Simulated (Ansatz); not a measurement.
# PN (hypothetical, Fm-3m): a volume series of phonon spectra

Wanted: mode Grüneisen parameters of PN (hypothetical) and a free-energy fit over volumes. The crystal structure is hypothetical: it was made by swapping elements on a known structure type.

Program: Ansatz 0.2.0. Level of theory: DFT PBE, scalar-relativistic, plane waves, PAW. Results are calculated unless marked as measured.

This is a report of a sequence of runs, with most program output left out.

**1. The structure**

The structure is trigonal, space group R-3m (No. 166). The conventional cell has a = 3.070 Å, b = 3.070 Å, c = 8.266 Å, α = 90.00°, β = 90.00°, γ = 120.00°. Nearest to P lie 6 N at 2.25 Å. N has 6 P at 2.25 Å nearest. Farther neighbours and most contacts between anions are not listed.

**2. Probe on a coarse mesh**

A cheap single point shows whether the cell is a metal or an insulator and how far it is from rest; that sets the k-mesh and the occupations of what follows.

Contents of input.yaml:

```yaml
crystal:
  lattice:
    - [1.5352, 0.88635, 2.75527]
    - [-1.5352, 0.88635, 2.75527]
    - [0.0, -1.7727, 2.75527]
  atoms:
    - { symbol: P, position: [0.5, 0.5, 0.5] }
    - { symbol: "N", position: [0.0, 0.0, 0.0] }
kpoints:
  mp_grid: { grid: [9, 9, 9] }
hamiltonian:
  xc: pbe
scf:
  occupations: { method: gaussian, width: 0.1 }
output:
  forces: true
  stress: true
  eigenvalues: true
```

On the command line:

```bash
$ ansatz run input.yaml --threads 4 --pin off --max-ram 8192MiB --backend cpu --events-out ev --progress --plain --runs-dir out
```

The job ended after 0.37 s (4 threads of Arm Neoverse V2, shared host; peak memory 0.27 GiB).

Numbers from this step:

| Item | Value |
| --- | --- |
| pressure | -14.32 GPa |
| volume per atom | 11.25 Å³ |
| gap on the k-mesh | 0 eV |

The start is under -14 GPa at this level and looks like a metal on this mesh.

**3. A loose first relaxation**

The start is far from rest, so a relaxation with loose thresholds first brings it near the minimum.

Changes to input.yaml since step 2:

```diff
@@ -18 +18,6 @@
   eigenvalues: true
+relax:
+  adjacent_minimum: "off"
+  f_tol: 0.05
+  max_steps: 80
+  cell: { stress_tol: 0.5 }
```

It took 2.5 s on 4 threads; peak memory 0.29 GiB.

The steps of the relaxation:

```csv
step,energy less that of the first step (eV),largest force component (eV/Å),pressure (GPa),volume (Å³)
1,0.0000,0.0000,-14.32,22.49
2,-0.1248,0.0000,-5.60,21.28
3,-0.1529,0.0000,0.64,20.54
4,-0.1531,0.0000,-0.04,20.61
5*,-0.1509,0.0000,-0.24,20.61
6,-0.1511,0.0000,0.00,20.59
7*,-0.1510,0.0000,0.00,20.59
```

Relaxation steps marked * repeat the geometry before them on a plane-wave basis chosen anew for their cell, so energy and pressure can jump there.

Forces are held to the 12 operations that the run works with; a distortion that breaks them can't arise in this run.

```csv
cell as run,before,after,change
a (Å),3.276,3.076,-6.1 %
b (Å),3.276,3.076,-6.1 %
c (Å),3.276,3.076,-6.1 %
α (°),55.88,60.00,+7.4 %
β (°),55.88,60.00,+7.4 %
γ (°),55.88,60.00,+7.4 %
volume (Å³/atom),11.25,10.29,-8.5 %
```

The relaxed structure:

```xyz
2
Lattice="1.5382 0.8881 2.5119 -1.5382 0.8881 2.5119 0.0000 -1.7761 2.5119" Properties=species:S:1:pos:R:3 pbc="T T T"
P     0.0000    0.0000    3.7678
N     0.0000    0.0000    0.0000
```

This step gave:

| Property | Result |
| --- | --- |
| pressure | -0.002334 GPa |
| volume per atom | 10.29 Å³ |
| gap on the k-mesh | 0.3488 eV |

The relaxation ends with a pressure of 0.00 GPa.

**4. Relaxation**

Phonons are second derivatives about a minimum, so cell and atoms are relaxed first, inside the symmetry of the start.

Contents of input.yaml:

```yaml
crystal:
  lattice:
    - [1.5381634442, 0.8880590786, 2.5118686463]
    - [-1.5381634442, 0.8880590786, 2.5118686463]
    - [0.0, -1.7761181571, 2.5118686463]
  atoms:
    - { symbol: P, position: [0.5, 0.5, 0.5] }
    - { symbol: "N", position: [0.0, 0.0, 0.0] }
kpoints:
  mp_grid: { grid: [14, 14, 14] }
hamiltonian:
  xc: pbe
scf:
  occupations: { method: gaussian, width: 0.02 }
output:
  forces: true
  stress: true
  eigenvalues: true
  write_density: true
  write_potential: true
  elf: true
  volumetric_format: npy
relax:
  adjacent_minimum: "off"
  f_tol: 0.005
  max_steps: 80
  cell: { stress_tol: 0.05 }
```

Elapsed: 3.8 s, on 4 threads; peak memory 0.37 GiB; 14 s of CPU time.

Little changed from the start: no atom moved by 0.005 Å and no cell edge by 0.1 %.

Numbers from this step:

```yaml
pressure: 0.004602 GPa
volume_per_atom: 10.30 Å³
gap_on_the_k_mesh: 0.08752 eV
```

Electrostatic potential energy in the ac plane of the conventional cell at fractional y = 0.333, with atoms of P and N within 0.2 Å of it. With pseudopotentials it is smooth inside the atoms' cores, unlike the true potential.

Ten even steps from '_' (-54 eV) to '@' (13 eV), each cell a mean:
```
@@@@@@@@@@@@@@@@%%%%%%@@@@@@
@@@@@@@@@@@@%%##++==++**%%@@
@@@@@@@@@@%%**--..____::++##
@@@@@@@@@@##++..________--##
@@@@@@@@@@%%++::______..==##
@@@@@@@@@@%%##++--::::==##%%
@@@@@@@@@@@@@@%%######%%%%@@
@@@@@@@@@@@@@@@@@@@@@@@@@@@@
@@@@@@@@@@@@@@@@@@@@@@@@@@@@
@@@@@@@@@@@@@@@@@@@@@@@@@@@@
@@%%%%%%%%@@@@@@@@@@@@@@@@@@
%%%%##%%%%@@@@@@@@@@@@@@@@@@
%%%%%%%%%%@@@@@@@@@@@@@@@@@@
@@@@%%%%@@@@@@@@%%##%%%%@@@@
@@@@@@@@@@@@@@**--::--++%%@@
@@@@@@@@@@@@%%--______::**@@
@@@@@@@@@@@@%%==..__..--##@@
@@@@@@@@@@@@@@%%**++++##@@@@
@@%%%%%%%%@@@@@@@@@@@@@@@@@@
%%%%####%%@@@@@@@@@@@@@@@@@@
%%%%%%%%%%@@@@@@@@@@@@@@@@@@
@@@@%%%%@@@@@@@@@@@@@@@@@@@@
@@@@@@@@@@@@@@@@@@@@@@@@@@@@
@@@@@@@@@@@@@@@@@@@@@@@@@@@@
```
Columns run along a (3.1 Å; values clipped at the 3rd and 97th percentile), rows up along c (7.5 Å), edges of the conventional cell, whose origin can differ from the input's. Atoms in or near the plane, at fractional coordinates: P at (0.67, 0.83), N at (0.67, 0.33).

Valence density in the ac plane of the conventional cell at fractional y = 0.333, with atoms of P and N within 0.2 Å of it. It is the smooth field of the valence electrons, not physical close to the nuclei.

Ten steps, logarithmic in the rise over the least value, from '0' (0.1 e/Å³) to '9' (3.6 e/Å³), each cell a mean:
```
45554444444444
44444455666555
43334556545565
43234565302565
43334565434565
44344556655655
44444445555544
45555433333334
45555432111223
45555431000123
45555431000123
45555432222234
45554444444444
44444456677655
43334568999875
43234578999976
43334568999976
44444557888765
44444445555544
45555443333334
45555432111233
45555431000123
45555431000123
45555432222234
```
Columns run along a (3.1 Å), rows up along c (7.5 Å), edges of the conventional cell, whose origin can differ from the input's. Atoms in or near the plane, at fractional coordinates: P at (0.67, 0.83), N at (0.67, 0.33).

ELF in the ac plane of the conventional cell at fractional y = 0.333, with atoms of P and N within 0.2 Å of it. It is the smooth field of the valence electrons, not physical close to the nuclei.

Ten even steps from '_' (0.02) to '@' (0.77), each cell a mean:
```
++******++====++******++====
==========++##%%%%%%%%%%%%**
++--::::==##@@%%==----##@@%%
++::....==%%@@++..____--%%@@
++::..::==##@@**::__..++@@%%
==------==**%%@@##****%%@@##
==++++++++==++####%%####**++
++**####++==----------------
++**####++--::............--
++**####++--::__________..--
**##%%##**==::..________::--
**%%%%%%##++--..........::==
**##%%##**++======++++======
++++**++++++**%%@@@@@@%%##++
==--------**%%@@@@##%%@@@@##
==::....--**@@@@**--==%%@@%%
==::::::--**@@@@##++**@@@@##
==========++##@@@@@@@@@@%%**
++**####**++++**######**++==
**##%%%%##++--::::--::::--==
**##%%%%##==--..______..::==
++######**==::__________..--
++**####++--::__________..--
++**####++--::....::::..::--
```
Columns run along a (3.1 Å), rows up along c (7.5 Å), edges of the conventional cell, whose origin can differ from the input's. Atoms in or near the plane, at fractional coordinates: P at (0.67, 0.83), N at (0.67, 0.33).

**5. Tight relaxation**

The thresholds are tightened for a last relaxation ahead of the phonons, and where mesh or smearing change with them the cell follows.

Contents of input.yaml:

```yaml
crystal:
  lattice:
    - [1.53868453, 0.8883599276, 2.5126815271]
    - [-1.53868453, 0.8883599276, 2.5126815271]
    - [0.0, -1.7767198552, 2.5126815271]
  atoms:
    - { symbol: P, position: [0.5, 0.5, 0.5] }
    - { symbol: "N", position: [0.0, 0.0, 0.0] }
kpoints:
  mp_grid: { grid: [16, 16, 16] }
hamiltonian:
  xc: pbe
scf:
  occupations: { method: gaussian, width: 0.02 }
output:
  forces: true
  stress: true
  eigenvalues: true
relax:
  adjacent_minimum: "off"
  f_tol: 0.001
  max_steps: 60
  cell: { stress_tol: 0.01 }
```

Elapsed: 5.2 s, on 4 threads; peak memory 0.39 GiB; 19 s of CPU time.

Little changed from the start: no atom moved by 0.005 Å and no cell edge by 0.1 %.

This step gave:

* pressure: -0.001005 GPa
* gap on the k-mesh: 0 eV

The residual pressure is -0.0010 GPa, small enough for phonons.

**6. Phonons, V/V0 1**

The same q-mesh and k-mesh are kept at every volume, so that much of their error can cancel in the differences.

Contents of input.yaml:

```yaml
crystal:
  lattice:
    - [1.5385965435, 0.8883091286, 2.5125189498]
    - [-1.5385965435, 0.8883091286, 2.5125189498]
    - [0.0, -1.7766182572, 2.5125189498]
  atoms:
    - { symbol: P, position: [0.5, 0.5, 0.5] }
    - { symbol: "N", position: [0.0, 0.0, 0.0] }
kpoints:
  mp_grid: { grid: [16, 16, 16] }
hamiltonian:
  xc: pbe
scf:
  occupations: { method: gaussian, width: 0.02 }
output:
  eigenvalues: true
phonons:
  method: dfpt
  qmesh: [4, 4, 4]
  temperatures: { t_max: 1000, t_step: 50 }
  qpath:
    path:
      - [[0.0, 0.0, 0.0], [0.5, 0.50000017, 1.7e-07], [0.62500004, 0.62500026, 0.25000022]]
      - [[0.75000013, 0.37500039, 0.37500026], [0.0, 0.0, 0.0], [0.50000009, 0.50000026, 0.50000017], [0.75000009, 0.50000035, 0.25000026], [0.5, 0.50000017, 1.7e-07]]
    npoints: 10
```

Elapsed: 2.4 min, on 4 threads; peak memory 2 GiB.

Numbers from this step:

```yaml
gamma_frequencies: -562.6, -562.6, -562.6, 0, 0, 0 cm⁻¹ (negative: imaginary)
lowest_frequency_on_the_path: -562.6 cm⁻¹
point_group: m-3m
highest_frequency: 506.3 cm⁻¹
```

No LO-TO term. Phonon branches along the path, in cm⁻¹:

```csv
point,branch 1,branch 2,branch 3,branch 4,branch 5,branch 6
Γ,-563,-563,-563,0,0,0
halfway,-478,-478,36,180,180,382
X,-487,-487,-482,260,260,370
halfway,-484,-437,-400,257,274,372
U,-493,-309,-140,245,312,361
jump to K,-493,-309,-140,245,312,361
halfway,-417,-98,208,224,231,432
Γ,-563,-563,-563,0,0,0
halfway,-200,-200,161,161,208,399
L,102,102,287,287,320,477
halfway,-307,-303,227,275,285,419
W,-472,-472,222,270,326,326
halfway,-484,-457,-270,249,292,367
X,-487,-487,-482,260,260,370
```

The phonon density of states has structure finer than the step of the table below, so its rows give means over 25 cm⁻¹, whole bins alone (the curve runs from -565 to 505 cm⁻¹). Peaks (cm⁻¹: height): -465.0: 0.0116, 255.0: 0.0388, 285.0: 0.0223, 365.0: 0.0136.

Tetrahedra on 24 24 24, mean over bins of 10 cm⁻¹. Table of phonon density of states by wavenumber; means over each step:

wavenumber (cm⁻¹), phonon density of states (1/cm⁻¹/cell) and a bar:
```
     -550     0.0001 
     -525     0.0003 
     -500     0.0021 ##
     -475     0.0096 ###########
     -450     0.0105 ############
     -425     0.0082 #########
     -400     0.0066 ########
     -375     0.0055 ######
     -350     0.0049 ######
     -325     0.0045 #####
     -300     0.0042 #####
     -275     0.0039 ####
     -250     0.0037 ####
     -225     0.0036 ####
     -200     0.0034 ####
     -175     0.0033 ####
     -150     0.0032 ####
     -125     0.0031 ###
     -100     0.0031 ###
      -75     0.0026 ###
      -50     0.0017 ##
      -25     0.0013 #
        0     0.0012 #
       25     0.0014 #
       50     0.0020 ##
       75     0.0030 ###
      100     0.0031 ###
      125     0.0030 ###
      150     0.0043 #####
      175     0.0065 #######
      200     0.0095 ###########
      225     0.0150 #################
      250     0.0258 ##############################
      275     0.0194 ######################
      300     0.0150 #################
      325     0.0039 ####
      350     0.0048 #####
      375     0.0098 ###########
      400     0.0072 ########
      425     0.0067 ########
      450     0.0049 ######
      475     0.0030 ###
```

Phonopy on the run's constants, 21x21x21 mesh, Gaussian sigma 7.9 cm⁻¹. Table of modes by wavenumber; read off at these points; values in 1/cm⁻¹/cell:

```csv
wavenumber (cm⁻¹),N,P
-550.0,1.2e-4,5.3e-5
-525.0,2.4e-4,1.1e-4
-500.0,0.00150,7.2e-4
-475.0,0.00664,0.00327
-461.5,0.00799,0.00396
-450.0,0.00642,0.00319
-425.0,0.00561,0.00286
-400.0,0.00447,0.00239
-375.0,0.00337,0.00186
-350.0,0.00352,0.00202
-325.0,0.00242,0.00150
-300.0,0.00280,0.00187
-294.8,0.00316,0.00203
-275.0,0.00214,0.00141
-250.0,0.00193,0.00150
-225.0,0.00173,0.00158
-200.0,0.00199,0.00191
-175.0,0.00154,0.00159
-150.0,0.00138,0.00213
-125.0,0.00110,0.00193
-100.0,7.9e-4,0.00241
-75.0,8.1e-4,0.00186
-50.0,3.9e-4,0.00151
-25.0,3.1e-4,6.2e-4
0.0,1.0e-5,2.6e-5
25.0,1.6e-4,2.0e-4
50.0,9.2e-4,0.00167
75.0,0.00182,0.00209
100.0,0.00157,0.00162
125.0,0.00204,0.00116
150.0,0.00256,0.00172
175.0,0.00357,0.00271
200.0,0.00568,0.00412
225.0,0.00859,0.00687
250.0,0.0148,0.0123
253.7,0.0160,0.0133
275.0,0.0110,0.00727
300.0,0.00806,0.00732
325.0,0.00116,0.00242
350.0,0.00107,0.00338
364.8,0.00256,0.00782
371.8,0.00251,0.0084
375.0,0.00222,0.00795
400.0,0.00107,0.00613
425.0,0.00108,0.00557
450.0,7.6e-4,0.00406
475.0,4.6e-4,0.00259
500.0,1.8e-4,6.9e-4
525.0,0,0
```

No LO-TO term. The modes at Γ (shares of kinetic energy by element, %) (negative means imaginary):

```csv
mode,frequency (cm⁻¹),symmetry,P %,N %
1,-562.6,T1u,31,69
2,-562.6,T1u,31,69
3,-562.6,T1u,31,69
4,0.0,T1u,69,31
5,0.0,T1u,69,31
6,0.0,T1u,69,31
```

Displacements in mode 1 (-562.6 cm⁻¹), the largest set to 1:
```
P1   0.00  0.07 -0.45
N2   0.00 -0.15  1.00
```

The lowest solved frequency is -563 cm⁻¹, so the cell is unstable here at these settings (gap near zero, smearing on, k-mesh not tested) and gives no valid free energy.

**7. Single point at a scaled cell, V/V0 1.015**

Symmetry fixes every atom, so a single point at the scaled cell gives the energy and pressure of this member.

The cell differs from the one that the last finished run ended in (a 3.077 → 3.093 Å, b 3.077 → 3.093 Å, c 3.077 → 3.093 Å).

input.yaml, the sections that differ from step 6:

```yaml
crystal:
  lattice:
    - [1.5462513787, 0.8927286497, 2.5250192499]
    - [-1.5462513787, 0.8927286497, 2.5250192499]
    - [0.0, -1.7854572995, 2.5250192499]
  atoms:
    - { symbol: P, position: [0.5, 0.5, 0.5] }
    - { symbol: "N", position: [0.0, 0.0, 0.0] }
output:
  forces: true
  stress: true
  eigenvalues: true
# kpoints, hamiltonian, scf: as in step 6
# phonons: removed
```

Wall time 0.52 s (4 threads); peak memory 0.3 GiB.

This step gave:

* pressure: -2.635 GPa
* volume per atom: 10.46 Å³

The run ends at a pressure of -2.63 GPa.

**8. Phonons, V/V0 1.015**

Phonons at this volume give one point of F(V, T); meshes stay fixed along the series.

Contents of input.yaml:

```yaml
crystal:
  lattice:
    - [1.5462516486, 0.8927288055, 2.5250183686]
    - [-1.5462516486, 0.8927288055, 2.5250183686]
    - [0.0, -1.7854576111, 2.5250183686]
  atoms:
    - { symbol: P, position: [0.5, 0.5, 0.5] }
    - { symbol: "N", position: [0.0, 0.0, 0.0] }
kpoints:
  mp_grid: { grid: [16, 16, 16] }
hamiltonian:
  xc: pbe
scf:
  occupations: { method: gaussian, width: 0.02 }
output:
  eigenvalues: true
phonons:
  method: dfpt
  qmesh: [4, 4, 4]
  temperatures: { t_max: 1000, t_step: 50 }
  qpath:
    path:
      - [[0.0, 0.0, 0.0], [0.5, 0.5, 0.0], [0.625, 0.375, 0.0]]
      - [[0.375, 0.0, -0.375], [0.0, 0.0, 0.0], [0.5, 0.0, 0.0], [0.5, 0.25, -0.25], [0.5, 0.5, 0.0]]
    npoints: 10
```

Wall time 2.5 min (4 threads); peak memory 2 GiB.

No LO-TO term. Phonon branches along the path, in cm⁻¹:

```csv
point,branch 1,branch 2,branch 3,branch 4,branch 5,branch 6
Γ,-564,-564,-564,0,0,0
halfway,-480,-480,-24,180,180,376
X,-488,-488,-485,258,258,367
halfway,-486,-439,-402,254,272,369
U,-494,-313,-146,241,307,359
jump to K,-494,-313,-146,241,307,359
halfway,-421,-103,209,214,227,426
Γ,-564,-564,-564,0,0,0
halfway,-207,-207,156,156,207,391
L,96,96,279,279,318,470
halfway,-309,-305,224,270,285,412
W,-474,-474,217,263,324,324
halfway,-486,-459,-274,245,290,364
X,-488,-488,-485,258,258,367
```

The lowest solved frequency is -564 cm⁻¹, so the cell is unstable here at these settings (gap near zero, smearing on, k-mesh not tested) and gives no valid free energy.

**9. A cell at another volume, V/V0 0.985**

The cell differs from the one that the last finished run ended in (a 3.093 → 3.062 Å, b 3.093 → 3.062 Å, c 3.093 → 3.062 Å).

input.yaml, the sections that differ from step 8:

```yaml
crystal:
  lattice:
    - [1.5308647721, 0.8838451883, 2.4998930134]
    - [-1.5308647721, 0.8838451883, 2.4998930134]
    - [0.0, -1.7676903766, 2.4998930134]
  atoms:
    - { symbol: P, position: [0.5, 0.5, 0.5] }
    - { symbol: "N", position: [0.0, 0.0, 0.0] }
output:
  forces: true
  stress: true
  eigenvalues: true
# kpoints, hamiltonian, scf: as in step 8
# phonons: removed
```

Elapsed: 0.49 s, on 4 threads; peak memory 0.3 GiB.

The run ends at a pressure of 2.83 GPa.

**10. Lattice dynamics at this volume, V/V0 0.985**

Contents of input.yaml:

```yaml
crystal:
  lattice:
    - [1.5308650393, 0.8838453425, 2.4998921409]
    - [-1.5308650393, 0.8838453425, 2.4998921409]
    - [0.0, -1.767690685, 2.4998921409]
  atoms:
    - { symbol: P, position: [0.5, 0.5, 0.5] }
    - { symbol: "N", position: [0.0, 0.0, 0.0] }
kpoints:
  mp_grid: { grid: [16, 16, 16] }
hamiltonian:
  xc: pbe
scf:
  occupations: { method: gaussian, width: 0.02 }
output:
  eigenvalues: true
phonons:
  method: dfpt
  qmesh: [4, 4, 4]
  temperatures: { t_max: 1000, t_step: 50 }
  qpath:
    path:
      - [[0.0, 0.0, 0.0], [0.5, 0.5, 0.0], [0.625, 0.375, 0.0]]
      - [[0.375, 0.0, -0.375], [0.0, 0.0, 0.0], [0.5, 0.0, 0.0], [0.5, 0.25, -0.25], [0.5, 0.5, 0.0]]
    npoints: 10
```

Wall time 2.4 min (4 threads); peak memory 2 GiB; 9.4 min of CPU time.

The lowest solved frequency is -561 cm⁻¹, so the cell is unstable here at these settings (gap near zero, smearing on, k-mesh not tested) and gives no valid free energy.

**11. A cell at another volume, V/V0 1.03**

The cell differs from the one that the last finished run ended in (a 3.062 → 3.108 Å, b 3.062 → 3.108 Å, c 3.062 → 3.108 Å).

input.yaml, the sections that differ from step 10:

```yaml
crystal:
  lattice:
    - [1.5538311635, 0.8971048405, 2.537396993]
    - [-1.5538311635, 0.8971048405, 2.537396993]
    - [0.0, -1.794209681, 2.537396993]
  atoms:
    - { symbol: P, position: [0.5, 0.5, 0.5] }
    - { symbol: "N", position: [0.0, 0.0, 0.0] }
output:
  forces: true
  stress: true
  eigenvalues: true
# kpoints, hamiltonian, scf: as in step 10
# phonons: removed
```

Run time: 0.51 s. Hardware: 4 threads; peak memory 0.3 GiB.

The run ends at a pressure of -5.07 GPa.

(Part 1 of 2 ends here.)

[Logs are printed without paths, hosts, clocks, repeated set-up lines and the standing remarks that a program may print on its own settings, such as how far it seeks lower states.]

[Hosts, paths, dates, database ids (printed as entryN), source tags and the programs' standing remarks are cut or masked in the printed files.]

[A step with changed settings may run another functional than the one named; its input shows which.]

[Of the runs on displaced cells, only some may be shown.]
